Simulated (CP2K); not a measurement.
Two runs for the C K edge of acrylonitrile. Run A: CP2K XAS_TDP, all-electron GAPW, PBEh(45%), aug-cc-pVDZ, TDA, no relativity. Run B differs in one setting.

First lines with a strength over 0.0015. A:

| atom | energy (eV) | states | strength, one atom |
| --- | --- | --- | --- |
| C1 (bonded to C and 2 H) | 280.46 | 1 | 0.0547 |
|  | 284.83 | 1 | 0.0054 |
|  | 285.44 | 1 | 0.0205 |
|  | 286.11 | 1 | 0.0050 |
|  | 286.43 | 1 | 0.0022 |
| C2 (bonded to 2 C and H) | 281.33 | 1 | 0.0422 |
|  | 284.93 | 1 | 0.0071 |
|  | 286.01 | 1 | 0.0024 |
|  | 286.23 | 1 | 0.0110 |
|  | 286.65 | 1 | 0.0036 |
| C3 (bonded to C and N) | 281.86 | 1 | 0.0310 |
|  | 282.48 | 1 | 0.0557 |
|  | 285.52 | 1 | 0.0310 |
|  | 285.53 | 1 | 0.0042 |
|  | 287.53 | 1 | 0.0052 |

B:

| atom | energy (eV) | states | strength, one atom |
| --- | --- | --- | --- |
| C1 (bonded to C and 2 H) | 286.56 | 1 | 0.0536 |
|  | 290.93 | 1 | 0.0053 |
|  | 291.54 | 1 | 0.0200 |
|  | 292.21 | 1 | 0.0049 |
|  | 292.53 | 1 | 0.0021 |
| C2 (bonded to 2 C and H) | 287.40 | 1 | 0.0413 |
|  | 291.00 | 1 | 0.0070 |
|  | 292.08 | 1 | 0.0023 |
|  | 292.30 | 1 | 0.0108 |
|  | 292.72 | 1 | 0.0035 |
| C3 (bonded to C and N) | 288.52 | 1 | 0.0303 |
|  | 289.14 | 1 | 0.0544 |
|  | 292.19 | 1 | 0.0303 |
|  | 292.20 | 1 | 0.0041 |
|  | 294.20 | 1 | 0.0051 |

Question: Which was it: GW2X switched on, the functional, the basis, scalar relativity switched on?

GW2X switched on. GW2X shifts an atom's lines together and keeps their spacings. Against PBEh(45%) in aug-cc-pVDZ, the leading lines move by +6.10 eV (C1, to 286.56), +6.07 eV (C2, to 287.40) and +6.66 eV (C3, to 288.52).

[Hosts, paths, dates, database ids (printed as entryN), source tags and the programs' standing remarks are cut or masked in the printed files.]
